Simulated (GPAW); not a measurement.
# O K-edge XANES of MnO2 (Pnnm), part 3 of 3

What does one-electron theory with a core hole give for the O K edge of MnO2 (Pnnm)?

GPAW 26.7.0; X-ray absorption from dipole matrix elements to empty bands, plane-wave PAW LDA+U.

So far. Step 5 (Spectrum with FCH, O atom 3): The hole costs E(hole) − E(ground) = 518.06 eV, and the lowest empty level of the hole cell on the spectrum's mesh lies at 5.99 eV, which puts the zero at 524.06 eV. Step 6 (Excitation energy, O atom 3): The total-energy difference is 524.19 eV.

**7. Spectrum with HCH, O atom 3**

The holes are 6.2 Å apart. The data set carries half a charge, which charge=0 leaves uncompensated but for the background. Half a hole is Slater's transition state, a compromise that weakens the attraction. After the field has converged, empty bands are computed with the density fixed and the dipole matrix elements are summed.

Changed against the first core-hole run: core hole from full to half.

Contents of xas.py:

```python
import numpy as np
from ase import Atoms
from ase.parallel import parprint, paropen
from gpaw import GPAW, PW, FermiDirac, Mixer, MixerDif, setup_paths
from gpaw.test import gen
setup_paths.insert(0, '.')
gen('O', name='hch1s', xcname='LDA', corehole=(1, 0, 0.5), write_xml=True)
from gpaw.mpi import world
world.barrier()

atoms = Atoms('Mn8O16',
    cell=[[-4.33057597, 4.46231267, 0],
     [-4.33057597, -4.46231267, 0],
     [4.33057597, 0, 5.7249536]],
    scaled_positions=[[0.125, 0.625, 0.25],
     [0.625, 0.125, 0.25],
     [0.375, 0.875, 0.75],
     [0.875, 0.375, 0.75],
     [0, 0, 0],
     [0.5, 0.5, 0],
     [0.25, 0.25, 0.5],
     [0.75, 0.75, 0.5],
     [0.42948516, 0.60652248, 0.25],
     [0.92948515, 0.10652249, 0.25],
     [0.67948515, 0.85652248, 0.75],
     [0.17948516, 0.35652249, 0.75],
     [0.01847751, 0.69551484, 0],
     [0.51847752, 0.19551484, 0],
     [0.26847751, 0.94551485, 0.5],
     [0.76847752, 0.44551484, 0.5],
     [0.98152248, 0.30448515, 0],
     [0.48152249, 0.80448516, 0],
     [0.23152249, 0.55448516, 0.5],
     [0.73152248, 0.05448516, 0.5],
     [0.82051484, 0.64347752, 0.25],
     [0.32051484, 0.14347751, 0.25],
     [0.07051485, 0.89347752, 0.75],
     [0.57051485, 0.39347751, 0.75]],
    magmoms=[4.0, 4.0, 4.0, 4.0, -4.0, -4.0, -4.0, -4.0, 0.0, 0.0, 0.0, 0.0, 0.0, 0.0, 0.0, 0.0, 0.0, 0.0, 0.0, 0.0, 0.0, 0.0, 0.0, 0.0],
    pbc=True)
atoms.calc = calc = GPAW(legacy_gpaw=True, mode=PW(500), xc='LDA', setups={'Mn': ':d,3.9', 8: 'hch1s'},
    kpts={'size': (2, 2, 2), 'gamma': True}, occupations=FermiDirac(0.02),
    charge=0, mixer=MixerDif(0.05, 8, 50), maxiter=150,
    convergence={'density': 0.0001}, txt='scf.txt')
energy = atoms.get_potential_energy() + calc.get_reference_energy()
ef = calc.get_fermi_level()
out = dict(energy=energy, fermi=ef, forces=atoms.get_forces().tolist(), magmoms=atoms.get_magnetic_moments().tolist())
parprint(f'all-electron energy {energy:.4f} eV, Fermi level {ef:.4f} eV')
ev = np.array([[calc.get_eigenvalues(k, s) for k in range(len(calc.get_ibz_k_points()))] for s in range(calc.get_number_of_spins())])
out['homo'], out['lumo'], out['counts'] = ev[ev < ef].max(), ev[ev > ef].min(), sorted(set((ev < ef).sum((0, 2)).tolist()))
out['filled'] = (ev[:, 0] < ef).sum(1).tolist()

from ase.units import Ha
from gpaw.xas import dipole_matrix_elements
nb = int(calc.get_number_of_electrons() / 2) + 174
top, nb = nb, nb + 8 + nb // 12
nscf = calc.fixed_density(kpts={'size': (3, 3, 3), 'gamma': True}, nbands=nb,
    convergence={'bands': top, 'eigenstates': 1e-5}, maxiter=60, txt='nscf.txt')
cell = atoms.cell.array
ops = [cell.T @ U.T @ np.linalg.inv(cell.T) for U in nscf.wfs.kd.symmetry.op_scc]
filled = [108, 108]  # bands filled in the ground state, by spin
E = np.arange(-6, 34, 0.1)
fwhm = np.interp(E, [4, 25], [0.9, 3.5])
Y, X, zero, highest = 0, 0, 1e9, 1e9
for spin in range(nscf.get_number_of_spins()):
    wfs = nscf.wfs
    A = dipole_matrix_elements(wfs.setups[8])
    eps = np.zeros((wfs.kd.nibzkpts, nb))
    d = np.zeros((3, A.shape[1], wfs.kd.nibzkpts, nb), complex)
    for kpt in wfs.kpt_u:
        if kpt.s == spin and 8 in kpt.P_ani:
            eps[kpt.k] = kpt.eps_n * Ha
            d[:, :, kpt.k] = (kpt.weight * wfs.nspins / 2) ** 0.5 * np.inner(A, kpt.P_ani[8])
    world.sum(eps)
    world.sum(d)
    T = np.einsum('amkn,bmkn->abkn', d, d.conj()).real
    T = sum(np.einsum('ai,ijkn,bj->abkn', R, T, R) for R in ops) / len(ops)
    empty = np.ones_like(eps, bool) & (np.arange(nb) >= filled[spin])
    zero, highest = min(zero, eps[empty].min()), min(highest, eps[:, top - 1].min())
    lines = [(eps, T, empty)] if spin == 0 else lines + [(eps, T, empty)]
for eps, T, empty in lines:
    f = np.einsum('aakn->akn', T).reshape(3, -1)
    x = eps.ravel() - zero
    w = np.interp(x, E, fwhm) / 2.35482
    g = np.exp(-0.5 * ((E[:, None] - x) / w) ** 2) / (w * (2 * np.pi) ** 0.5)
    Y = Y + (f * empty.ravel()) @ g.T
    X = X + (f * ~empty.ravel()) @ g.T
out.update(E=E.round(2).tolist(), xas=Y.tolist(), xes=X.tolist(), zero=zero, valid=highest - zero, nk=len(eps), nb=nb)
for i in range(0, len(E), 10):
    parprint(f'{E[i]:7.2f}', *(f'{v:10.3e}' for v in Y[:, i]))
import json
with paropen('out.json', 'w') as f:
    json.dump(out, f)
```

The run is started by

```
$ OMP_NUM_THREADS=1 mpirun -n 4 gpaw python xas.py
```

Numbers of over 12 decimals in the logs are rounded to 6 here.

Log:

```text
Input parameters:
  convergence: {density: 0.0001}
  kpts: {gamma: True,
         size: (2, 2, 2)}
  maxiter: 150
  mixer: {backend: pulay,
          beta: 0.05,
          method: difference,
          nmaxold: 8,
          weight: 50}
  mode: {ecut: 500.0,
         name: pw}
  occupations: {fixmagmom: False,
                name: fermi-dirac,
                width: 0.02}
  setups: {8: hch1s,
           Mn: :d,3.9}

[...]
2s:      -1.207218    -1.208471
2p:      -0.667934    -0.672941
*d:                    0.000894
*f:                    0.033554
-------------------------------
all-electron energy -284032.5559 eV, Fermi level 5.8009 eV
  -6.00  3.075e-61  4.735e-60  1.576e-64
  -5.00  7.222e-45  1.079e-43  2.241e-47
  -4.00  1.922e-31  2.645e-30  3.434e-33
  -3.00  7.002e-21  7.226e-20  5.731e-22
[...]
32.00  8.079e-05  6.565e-05  9.056e-05
  33.00  7.775e-05  6.763e-05  1.052e-04
[key lines of the parts left out:]
Converged after 24 iterations.
Dipole moment: (-0.099060, -0.053197, -0.079406) |e|*Ang
Free energy:   -207.502186
Fermi level: 5.80086
```

Wall time 14 min (4 MPI ranks of Arm Neoverse V1, shared host); peak memory 1.1 GiB.

```
E (eV)  first run  this run
  -2.0       0.00      0.00
  -1.0       0.00      0.00
   0.0       0.32      0.17
   1.0       1.51      1.81
   2.0       0.90      1.07
   3.0       1.17      1.26
   4.0       1.37      1.99
   5.0       0.09      0.16
   6.0       0.00      0.00
   7.0       0.00      0.00
   8.0       0.04      0.03
   9.0       0.19      0.15
  10.0       0.76      0.51
  11.0       1.50      1.03
  12.0       1.71      1.27
  13.0       1.81      1.41
  14.0       2.12      1.80
  15.0       2.21      2.16
  16.0       1.74      2.00
  17.0       1.12      1.48
  18.0       0.69      0.93
  19.0       0.46      0.56
  20.0       0.38      0.42
  21.0       0.39      0.39
  22.0       0.44      0.42
  23.0       0.49      0.47
  24.0       0.55      0.51
  25.0       0.59      0.55
  26.0       0.61      0.56
  27.0       0.59      0.55
  28.0       0.57      0.52
  29.0       0.55      0.50
  30.0       0.55      0.49
  31.0       0.56      0.49
  32.0       0.59      0.50
```

Against the first run the r.m.s. difference is 23 %. The highest intensity below 16 eV goes from 14.7 eV (2.24) to 15.2 eV (2.17).

**8. What the core hole does**

Both curves are counted from their own zero, so only the shift of weight within the empty states shows.

```
E (eV)  no hole   FCH
  -2.0     0.00  0.00
  -1.0     0.00  0.00
   0.0     0.09  0.32
   1.0     1.53  1.51
   2.0     1.29  0.90
   3.0     1.70  1.17
   4.0     2.17  1.37
   5.0     0.53  0.09
   6.0     0.00  0.00
   7.0     0.00  0.00
   8.0     0.03  0.04
   9.0     0.14  0.19
  10.0     0.38  0.76
  11.0     0.77  1.50
  12.0     0.98  1.71
  13.0     1.08  1.81
  14.0     1.42  2.12
  15.0     1.93  2.21
  16.0     2.02  1.74
  17.0     1.72  1.12
  18.0     1.20  0.69
  19.0     0.71  0.46
  20.0     0.48  0.38
  21.0     0.41  0.39
  22.0     0.42  0.44
  23.0     0.45  0.49
  24.0     0.49  0.55
  25.0     0.53  0.59
  26.0     0.54  0.61
  27.0     0.51  0.59
  28.0     0.48  0.57
  29.0     0.46  0.55
  30.0     0.45  0.55
  31.0     0.45  0.56
  32.0     0.45  0.59
```

With each curve scaled to its own mean, the area from −2 to 6 eV with the hole is 5.4 against 7.3, and the centre of weight from −1 to 20 eV moves by +0.3 eV (first and strongest maxima below 20 eV: 1.3 eV (1.89), 2.7 eV (1.90), 4.2 eV (2.29) and 15.7 eV (2.04) without the hole, 0.8 eV (1.60), 3.6 eV (1.81) and 14.7 eV (2.24) with it): the weight at the onset falls, probably as the absorber's own filled states drop away from the neighbours' empty ones and mix less with them.

**9. Runs not followed above**

These runs aren't followed: redraws of a spectrum that repeat one shown, runs with a planted fault or a state judged unsound, or a program's part that gave no sound spectrum.

| program | step | status | elapsed |
| --- | --- | --- | --- |
| GPAW | spectrum with FCH | converged | 15 min |

**10. Summary of results**

* absorber and edge: O K, atom 3 of the ground-state input (counted from 1)
* surroundings: 2 Mn at 1.88 Å and 1 Mn at 1.90 Å (distorted trigonal planar, site symmetry m)
* highest intensity below 16 eV: 14.7 eV above the zero, height 2.24
* photon energy of the zero (spin-polarised hole, raw): 524.1 eV (LDA puts this hole about 4 eV below PBE, itself good to a few eV)

What this shows: The O K edge of atom 3, with 2 Mn at 1.88 Å and 1 Mn at 1.90 Å (distorted trigonal planar, site symmetry m), has its highest intensity of the first 16 eV at 14.7 eV above the zero, near 539 eV in photon energy (LDA puts this hole about 4 eV below PBE, itself good to a few eV), 2.2 times the mean level of the first 20 eV (Gaussian full width 0.9 eV up to 4 eV, rising linearly to 3.5 eV at 25 eV). With each curve scaled to its own mean, the area from −2 to 6 eV with the hole is 5.4 against 7.3, and the centre of weight from −1 to 20 eV moves by +0.3 eV (first and strongest maxima below 20 eV: 1.3 eV (1.89), 2.7 eV (1.90), 4.2 eV (2.29) and 15.7 eV (2.04) without the hole, 0.8 eV (1.60), 3.6 eV (1.81) and 14.7 eV (2.24) with it): the weight at the onset falls, probably as the absorber's own filled states drop away from the neighbours' empty ones and mix less with them. The neutral-cell energy lies +0.1 eV from the charged-cell zero, a gap made of the charged-cell error and of where the added electron settles. Changing the core hole from full to half alters the shape by 23 % r.m.s., a modest effect on the whole. At the O K edge of atom 3 polarisation matters most near 16.0 eV, where the curves differ by 1.1 on this scale. The hole lies in one spin channel, while the script sums the empty states of both and takes the lower zero; where the two channels are split, this blurs and shifts the curve. The spins start antiferromagnetically in a simple order, which needn't be the measured one; gap and edge can depend on it. The holes are only 6.2 Å apart, so the shape is probably not converged with cell size; no larger cell was run here. The mesh is coarse (0.38 Å⁻¹ between points), so small maxima may be mesh ripples. The structure is a computed Materials Project entry and may be a hypothetical form.

[Banner, clock and machine lines of the logs are left out without a mark of their own.]

[Logs are printed without paths, hosts, clocks, repeated set-up lines and the standing remarks that a program may print on its own settings, such as how far it seeks lower states.]

[Hosts, paths, dates, database ids (printed as entryN), source tags and the programs' standing remarks are cut or masked in the printed files.]

[Lists of maxima count a maximum above −3 eV only where it reaches 4 % of the highest in the window and stands out from its surroundings by 2 % of it (1.5 % where it reaches 55 %); shoulders and weaker maxima are passed over, and of the rest the first, up to two pre-edge ones and the few strongest are named.]
